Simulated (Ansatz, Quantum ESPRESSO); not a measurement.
## Pm2O3 (P-3m1): zone-centre phonons

Aim: the zone-centre modes of Pm2O3 (P-3m1).

Program: Quantum ESPRESSO 7.5. Level of theory: DFT PBEsol, scalar-relativistic, plane waves, PseudoDojo norm-conserving, 4f in core pseudopotentials. Results are calculated unless marked as measured.

## (1) The structure

The structure is trigonal, space group P-3m1 (No. 164). Conventional cell: a = 3.805 Å, b = 3.805 Å, c = 5.971 Å, α = 90.00°, β = 90.00°, γ = 120.00°. Nearest to Pm lie 7 O at 2.29 to 2.65 Å. Nearest to O lie 4 Pm at 2.29 to 2.37 Å. Nearest to O lie 6 Pm at 2.65 Å. Farther neighbours and most contacts between anions are not listed.

## (2) A first look

A cheap run with smearing and empty bands tells whether the crystal has a gap, which decides between fixed occupations and smearing later on.

Input file probe.in:

```
&CONTROL
  calculation = 'scf'
  prefix      = 'x'
  outdir      = './tmp'
  pseudo_dir  = './pseudo'
  tprnfor     = .true.
  tstress     = .true.
  verbosity   = 'high'
/
&SYSTEM
  ibrav       = 0
  nat         = 5
  ntyp        = 2
  ecutwfc     = 72.0
  input_dft   = 'pbesol'
  occupations = 'smearing'
  smearing    = 'gaussian'
  degauss     = 0.01
/
&ELECTRONS
  conv_thr         = 1.0d-07
  mixing_beta      = 0.7
  electron_maxstep = 100
/
ATOMIC_SPECIES
 Pm    144.9128  Pm.upf
 O      15.9990  O.upf
CELL_PARAMETERS angstrom
     3.805059230    0.000000000    0.000000000
    -1.902529610    3.295277950    0.000000000
     0.000000000    0.000000000    5.970842220
ATOMIC_POSITIONS crystal
 Pm     0.666666670   0.333333330   0.251866570
 Pm     0.333333330   0.666666670   0.748133430
 O      0.333333330   0.666666670   0.145442150
 O      0.000000000   0.000000000   0.500000000
 O      0.666666670   0.333333330   0.854557850
K_POINTS automatic
 6 6 4 0 0 0
```

On the command line:

```
> OMP_NUM_THREADS=1 mpirun -n 8 pw.x -nk 8 -in probe.in > probe.out
```

The log of the run:

```text
[banners, grids, parts of the stress and lines that vanish by symmetry left out]
Program PWSCF v.7.5
     IMPORTANT: XC functional enforced from input :
     Exchange-correlation= PBESOL
                           (   1   4  10   8   0   0   0)
[...]
kinetic-energy cutoff     =      72.0000  Ry
     charge density cutoff     =     288.0000  Ry
     scf convergence threshold =      1.0E-07
[...]
Exchange-correlation= PBESOL
                           (   1   4  10   8   0   0   0)
[...]
12 Sym. Ops., with inversion, found
[...]
(     0          1          0      )
                  (     0          0          1      )
[...]
(  0.0000000  1.0000000  0.0000000 )
                  (  0.0000000  0.0000000  1.0000000 )
[...]
(    -1         -1          0      )
[...]
( -0.8660254 -0.5000000  0.0000000 )
                  (  0.0000000  0.0000000  1.0000000 )
[...]
number of k points=    24  Gaussian smearing, width (Ry)=  0.0100
[...]
End of self-consistent calculation
[...]
the Fermi energy is    12.2162 ev
!    total energy              =    -255.55631763 Ry
[...]
convergence has been achieved in  11 iterations
[...]
atom    1 type  1   force =     0.00000000   -0.00000000   -0.00685215
     atom    2 type  1   force =    -0.00000000   -0.00000000    0.00685215
     atom    3 type  2   force =     0.00000000   -0.00000000   -0.00043598
     atom    4 type  2   force =     0.00000000    0.00000000    0.00000000
     atom    5 type  2   force =    -0.00000000   -0.00000000    0.00043598
[...]
Total force =     0.009710     Total SCF correction =     0.000219
[...]
total   stress  (Ry/bohr**3)                   (kbar)     P=      -42.90
[...]
XML data file, charge density, pseudopotentials, collected wavefunctions

   JOB DONE.
```

Run time: 8.1 s. Hardware: 8 MPI ranks of Arm Neoverse V2, shared host.

Read from the output:

```
volume per atom   : 14.97 Å³
pressure          : -4.290 GPa
gap on the k-mesh : 3.803 eV
```

A gap of 3.8 eV opens on this mesh, so the crystal is taken as an insulator; the start stands at -4.3 GPa.

## (3) Relaxation

The harmonic expansion starts where the forces on the atoms vanish, and stress shifts the frequencies, so cell and atoms are relaxed with tight thresholds.

Input file relax.in:

```
&CONTROL
  calculation   = 'vc-relax'
  prefix        = 'x'
  outdir        = './tmp'
  pseudo_dir    = './pseudo'
  tprnfor       = .true.
  tstress       = .true.
  forc_conv_thr = 2.0d-05
  etot_conv_thr = 1.0d-07
  nstep         = 40
/
&SYSTEM
  ibrav       = 0
  nat         = 5
  ntyp        = 2
  ecutwfc     = 72.0
  input_dft   = 'pbesol'
  occupations = 'fixed'
  nbnd        = 22
/
&ELECTRONS
  conv_thr         = 1.0d-11
  mixing_beta      = 0.7
  electron_maxstep = 100
/
&IONS
/
&CELL
  press_conv_thr = 0.1
/
ATOMIC_SPECIES
 Pm    144.9128  Pm.upf
 O      15.9990  O.upf
CELL_PARAMETERS angstrom
     3.805059230    0.000000000    0.000000000
    -1.902529610    3.295277950    0.000000000
     0.000000000    0.000000000    5.970842220
ATOMIC_POSITIONS crystal
 Pm     0.666666670   0.333333330   0.251866570
 Pm     0.333333330   0.666666670   0.748133430
 O      0.333333330   0.666666670   0.145442150
 O      0.000000000   0.000000000   0.500000000
 O      0.666666670   0.333333330   0.854557850
K_POINTS automatic
 6 6 4 0 0 0
```

On the command line:

```
> OMP_NUM_THREADS=1 mpirun -n 8 pw.x -nk 8 -in relax.in > relax.out
```

The log of the run:

```text
[banners, grids, parts of the stress and lines that vanish by symmetry left out]
[banner, memory and clock lines left out]
Program PWSCF v.7.5

[...]
Exchange-correlation= PBESOL
                           (   1   4  10   8   0   0   0)
[...]
kinetic-energy cutoff     =      72.0000  Ry
     charge density cutoff     =     288.0000  Ry
     scf convergence threshold =      1.0E-11
[...]
energy convergence thresh.=      1.0E-07
     force convergence thresh. =      2.0E-05
     press convergence thresh. =      1.0E-01
     Exchange-correlation= PBESOL
                           (   1   4  10   8   0   0   0)
[...]
12 Sym. Ops., with inversion, found
[...]
number of k points=    24
[...]
End of self-consistent calculation
[...]
highest occupied, lowest unoccupied level (ev):     9.8290   13.6323
!    total energy              =    -255.55631750 Ry
[...]
convergence has been achieved in  16 iterations
[...]
atom    1 type  1   force =    -0.00000000    0.00000000   -0.00681016
     atom    2 type  1   force =     0.00000000   -0.00000000    0.00681016
     atom    3 type  2   force =    -0.00000000   -0.00000000   -0.00041998
     atom    4 type  2   force =     0.00000000    0.00000000    0.00000000
     atom    5 type  2   force =     0.00000000   -0.00000000    0.00041998
     Total force =     0.009649     Total SCF correction =     0.000001
[...]
total   stress  (Ry/bohr**3)                   (kbar)     P=      -43.07
[...]
number of bfgs steps    =   0
[...]
CELL_PARAMETERS (angstrom)
[...]
ATOMIC_POSITIONS (crystal)
Pm               0.6666666700        0.3333333300        0.2512630067
Pm               0.3333333300        0.6666666700        0.7487369933
O                0.3333333300        0.6666666700        0.1454049282
O                0.0000000000        0.0000000000        0.5000000000
[...]
New effective cutoffs (rho, wfc):  292.13   73.09
[...]
End of self-consistent calculation
[...]
highest occupied, lowest unoccupied level (ev):    10.1214   13.9408
!    total energy              =    -255.55826405 Ry
[...]
convergence has been achieved in   9 iterations
[...]
atom    1 type  1   force =    -0.00000000    0.00000000    0.00287986
     atom    2 type  1   force =     0.00000000    0.00000000   -0.00287986
     atom    3 type  2   force =    -0.00000000   -0.00000000   -0.00215114
     atom    4 type  2   force =     0.00000000    0.00000000    0.00000000
     atom    5 type  2   force =    -0.00000000   -0.00000000    0.00215114
     Total force =     0.005084     Total SCF correction =     0.000008
[...]
total   stress  (Ry/bohr**3)                   (kbar)     P=       -7.47
[...]
number of bfgs steps    =   1
[...]
CELL_PARAMETERS (angstrom)
[...]
ATOMIC_POSITIONS (crystal)
[...]
New effective cutoffs (rho, wfc):  293.03   73.31
[...]
End of self-consistent calculation
[...]
highest occupied, lowest unoccupied level (ev):    10.1890   14.0217
!    total energy              =    -255.55836307 Ry
[...]
convergence has been achieved in   9 iterations
[...]
atom    1 type  1   force =    -0.00000000    0.00000000    0.00271600
     atom    2 type  1   force =     0.00000000   -0.00000000   -0.00271600
     atom    3 type  2   force =     0.00000000    0.00000000   -0.00139355
[...]
total   stress  (Ry/bohr**3)                   (kbar)     P=       -0.22
[...]
number of bfgs steps    =   7
[...]
highest occupied, lowest unoccupied level (ev):    10.2112   14.0518
!    total energy              =    -255.55840413 Ry
[...]
convergence has been achieved in   7 iterations
[...]
Total force =     0.000281     Total SCF correction =     0.000002
[...]
total   stress  (Ry/bohr**3)                   (kbar)     P=       -0.10
[...]
number of bfgs steps    =   8
[...]
highest occupied, lowest unoccupied level (ev):    10.2123   14.0526
!    total energy              =    -255.55840429 Ry
[...]
convergence has been achieved in   8 iterations
[...]
Total force =     0.000162     Total SCF correction =     0.000000
[...]
total   stress  (Ry/bohr**3)                   (kbar)     P=        0.03
[...]
number of bfgs steps    =   9
[...]
New effective cutoffs (rho, wfc):  293.64   73.69
[...]
highest occupied, lowest unoccupied level (ev):    10.2125   14.0530
!    total energy              =    -255.55840433 Ry
[...]
convergence has been achieved in   7 iterations
[...]
Total force =     0.000070     Total SCF correction =     0.000000
[...]
total   stress  (Ry/bohr**3)                   (kbar)     P=        0.04
[...]
number of bfgs steps    =  10
[...]
small trust_radius: resetting bfgs history
[...]
CELL_PARAMETERS (angstrom)
[...]
ATOMIC_POSITIONS (crystal)
[...]
New effective cutoffs (rho, wfc):  293.64   73.69
[...]
End of self-consistent calculation
[...]
highest occupied, lowest unoccupied level (ev):    10.2123   14.0529
!    total energy              =    -255.55840433 Ry
[...]
convergence has been achieved in   5 iterations
[...]
atom    3 type  2   force =     0.00000000   -0.00000000    0.00000097
     atom    4 type  2   force =    -0.00000000    0.00000000    0.00000000
     atom    5 type  2   force =    -0.00000000    0.00000000   -0.00000097
     Total force =     0.000027     Total SCF correction =     0.000000
[...]
total   stress  (Ry/bohr**3)                   (kbar)     P=       -0.00
[...]
bfgs converged in  12 scf cycles and  11 bfgs steps
[...]
End of BFGS Geometry Optimization
     Final enthalpy           =    -255.5584043313 Ry
     File ./tmp/x.bfgs deleted, as requested
[...]
CELL_PARAMETERS (angstrom)
[...]
ATOMIC_POSITIONS (crystal)
[...]
O                0.0000000000        0.0000000000        0.5000000000
O                0.6666666700        0.3333333300        0.8548309149
[...]
Final scf calculation at the relaxed structure.
[...]
kinetic-energy cutoff     =      72.0000  Ry
     charge density cutoff     =     288.0000  Ry
     scf convergence threshold =      1.0E-13
[...]
press convergence thresh. =      1.0E-01
     Exchange-correlation= PBESOL
                           (   1   4  10   8   0   0   0)
[...]
12 Sym. Ops., with inversion, found
[...]
number of k points=    24
[...]
End of self-consistent calculation
[...]
highest occupied, lowest unoccupied level (ev):    10.2121   14.0529
!    total energy              =    -255.55780152 Ry
[...]
convergence has been achieved in  17 iterations
[...]
atom    1 type  1   force =    -0.00000000    0.00000000    0.00002086
     atom    2 type  1   force =    -0.00000000    0.00000000   -0.00002086
     atom    3 type  2   force =     0.00000000    0.00000000   -0.00001667
     atom    4 type  2   force =     0.00000000   -0.00000000    0.00000000
     atom    5 type  2   force =    -0.00000000    0.00000000    0.00001667
     Total force =     0.000038     Total SCF correction =     0.000000
[...]
total   stress  (Ry/bohr**3)                   (kbar)     P=       -1.84
[...]
XML data file, charge density, pseudopotentials, collected wavefunctions
```

Elapsed: 76 s, on 8 MPI ranks; 10 min of CPU time.

Relaxation path:

| step | energy less that of the first step (eV) | largest force (eV/Å) | pressure (GPa) | volume (Å³) |
| --- | --- | --- | --- | --- |
| 1 | 0.0000 | 0.1751 | -4.31 | 74.87 |
| 2 | -0.0265 | 0.0740 | -0.75 | 73.23 |
| 3 | -0.0278 | 0.0698 | -0.03 | 72.88 |
| 4 | -0.0282 | 0.0294 | 0.10 | 72.77 |
| 5 | -0.0283 | 0.0088 | 0.04 | 72.76 |
| 6 | -0.0284 | 0.0117 | 0.00 | 72.77 |
| 7 | -0.0284 | 0.0111 | -0.02 | 72.77 |
| 8 | -0.0284 | 0.0073 | -0.02 | 72.77 |
| 9 | -0.0284 | 0.0042 | -0.01 | 72.77 |
| 10 | -0.0284 | 0.0028 | 0.00 | 72.76 |
| 11 | -0.0284 | 0.0013 | 0.00 | 72.76 |
| 12 | -0.0284 | 0.0005 | 0.00 | 72.76 |
| 13 | -0.0202 | 0.0005 | -0.18 | 72.76 |

| conventional cell, symmetrised | before | after | change |
| --- | --- | --- | --- |
| a (Å) | 3.805 | 3.774 | -0.8 % |
| b (Å) | 3.805 | 3.774 | -0.8 % |
| c (Å) | 5.971 | 5.898 | -1.2 % |
| volume (Å³/atom) | 14.97 | 14.55 | -2.8 % |

The relaxed structure:

```cif
data_structure
_symmetry_space_group_name_H-M 'P 1'
_symmetry_Int_Tables_number 1
_cell_length_a 3.7742
_cell_length_b 3.7742
_cell_length_c 5.8982
_cell_angle_alpha 90.000
_cell_angle_beta 90.000
_cell_angle_gamma 120.000
_cell_volume 72.76
loop_
_atom_site_label
_atom_site_type_symbol
_atom_site_fract_x
_atom_site_fract_y
_atom_site_fract_z
_atom_site_occupancy
Pm1 Pm 0.66667 0.33333 0.25218 1
Pm2 Pm 0.33333 0.66667 0.74782 1
O3 O 0.33333 0.66667 0.14517 1
O4 O 0.00000 0.00000 0.50000 1
O5 O 0.66667 0.33333 0.85483 1
```

The last row of the table of steps is pw.x's closing run on a basis chosen anew for the final cell, so its energy can jump.

Read from the output:

```yaml
volume_per_atom: 14.55 Å³
pressure: -0.1840 GPa
gap_on_the_k_mesh: 3.841 eV
```

The volume changes by -2.8 % from the cell with which this run began.

## (4) Ground state

Perturbation theory inherits every error of the wavefunctions, so the threshold is set near the limit of the arithmetic. With a gap, occupations are fixed, which also allows the response to an electric field.

Input file scf.in:

```
&CONTROL
  calculation = 'scf'
  prefix      = 'x'
  outdir      = './tmp'
  pseudo_dir  = './pseudo'
  tprnfor     = .true.
  tstress     = .true.
/
&SYSTEM
  ibrav       = 0
  nat         = 5
  ntyp        = 2
  ecutwfc     = 72.0
  input_dft   = 'pbesol'
  occupations = 'fixed'
  nbnd        = 22
/
&ELECTRONS
  conv_thr         = 1.0d-12
  mixing_beta      = 0.7
  electron_maxstep = 100
/
ATOMIC_SPECIES
 Pm    144.9128  Pm.upf
 O      15.9990  O.upf
CELL_PARAMETERS angstrom
     3.774156014    0.000000000    0.000000000
    -1.887078005    3.268514988    0.000000000
     0.000000000    0.000000000    5.898152522
ATOMIC_POSITIONS crystal
 Pm     0.666666667   0.333333333   0.252184306
 Pm     0.333333333   0.666666667   0.747815694
 O      0.333333333   0.666666667   0.145169085
 O      0.000000000   0.000000000   0.500000000
 O      0.666666667   0.333333333   0.854830915
K_POINTS automatic
 6 6 4 0 0 0
```

On the command line:

```
> OMP_NUM_THREADS=1 mpirun -n 8 pw.x -nk 8 -in scf.in > scf.out
```

The log of the run:

```text
[banners, grids, parts of the stress and lines that vanish by symmetry left out]
[banner, memory and clock lines left out]
Program PWSCF v.7.5

[...]
Exchange-correlation= PBESOL
                           (   1   4  10   8   0   0   0)
[...]
kinetic-energy cutoff     =      72.0000  Ry
     charge density cutoff     =     288.0000  Ry
     scf convergence threshold =      1.0E-12
[...]
Exchange-correlation= PBESOL
                           (   1   4  10   8   0   0   0)
[...]
12 Sym. Ops., with inversion, found
[...]
number of k points=    24
[...]
End of self-consistent calculation
[...]
highest occupied, lowest unoccupied level (ev):    10.2121   14.0529
!    total energy              =    -255.55780152 Ry
[...]
convergence has been achieved in  17 iterations
[...]
atom    1 type  1   force =    -0.00000000   -0.00000000    0.00002100
     atom    2 type  1   force =     0.00000000    0.00000000   -0.00002100
     atom    3 type  2   force =     0.00000000    0.00000000   -0.00001664
     atom    4 type  2   force =     0.00000000    0.00000000    0.00000000
     atom    5 type  2   force =     0.00000000    0.00000000    0.00001664
     Total force =     0.000038     Total SCF correction =     0.000000
[...]
total   stress  (Ry/bohr**3)                   (kbar)     P=       -1.84
[...]
XML data file, charge density, pseudopotentials, collected wavefunctions
```

Wall time 10 s (8 MPI ranks); 82 s of CPU time.

The cell stands at -0.18 GPa, close enough for phonons.

[end of part 1 of 4]

[Host names and launcher messages were left out of these logs when they were recorded.]

[Logs are printed without paths, hosts, clocks, repeated set-up lines and the standing remarks that a program may print on its own settings, such as how far it seeks lower states.]

[Hosts, paths, dates, database ids (printed as entryN), source tags and the programs' standing remarks are cut or masked in the printed files.]
